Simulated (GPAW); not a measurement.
# BN (F-43m): refractive index against wavelength

The refractive index of BN (F-43m) below the direct gap (8.66 eV on the mesh) is read from one computed spectrum, n = √(Re ε).

Symmetry: F-43m, No. 216, cubic system. The conventional cell has a = 3.615 Å, b = 3.615 Å, c = 3.615 Å, α = 90.00°, β = 90.00°, γ = 90.00°. N on site c is surrounded by 4 B at 1.57 Å. Around B on site a lie 4 N at 1.57 Å.

Method: GPAW 26.7.0, LDA, RPA, k-mesh 16×16×16, local fields up to 50 eV, Lorentzian half width 0.15 eV.

Launch of the response step: `OMP_NUM_THREADS=1 python df.py`. The run took 20 s, its band step included, on 1 thread of Arm Neoverse V1, with other jobs on the host.

```
wavelength (nm)  photon energy E (eV)       n
            532                 2.331  2.1711
            450                 2.755  2.1839
            405                 3.061  2.1947
            365                 3.397  2.2082
            308                 4.025  2.2387
            266                 4.661  2.2777
            248                 4.999       ?
```

In the single-oscillator model n² − 1 = E₀E_d/(E₀² − E²), so 1/(n² − 1) = E₀/E_d − E²/(E₀E_d) is linear in E².

Working, on the rows shown:

| x = E² (eV²) | y = 1/(n² − 1) |
| --- | --- |
| 5.43137 | 0.269275 |
| 7.59115 | 0.265293 |
| 9.37179 | 0.262006 |
| 11.5384 | 0.257988 |
| 16.2043 | 0.249266 |
| 21.7255 | 0.238782 |

Means: x̄ = 11.977, ȳ = 0.2571. Σ(x − x̄)(y − ȳ) = -0.3405, Σ(x − x̄)² = 182. Slope = -0.3405 / 182 = -0.001871; intercept = ȳ − slope · x̄ = 0.27951. Turned back into n, the line misses the rows shown by at most 0.0003.

**Question.** What does the fit predict for the withheld row, and how well does it do?

**Answer.** At x = 24.994 the line gives y = 0.23275, that is 2.3014. The run gave 2.3025, so the extrapolation is off by 0.0011, 0.8 % of the range in the table.

Refitted with all rows, the slope is -0.00188 and the intercept 0.2796. These give E₀ = √(intercept/−slope) = 12.19 eV and E_d = E₀/intercept = 43.6 eV; E₀ is 1.4 times the direct gap. The electronic limit at long wavelengths, without lattice vibrations, is n = √(1 + 1/intercept) = 2.139. Excitons are left out; LDA gaps are as a rule too small. The values come from a sum over the points of one k-mesh and carry its error, which grows as the direct gap shrinks. The local-field cutoff holds few shells of reciprocal vectors for this small cell, so ε∞ can read a few per cent high.

[Logs are printed without paths, hosts, clocks, repeated set-up lines and the standing remarks that a program may print on its own settings, such as how far it seeks lower states.]
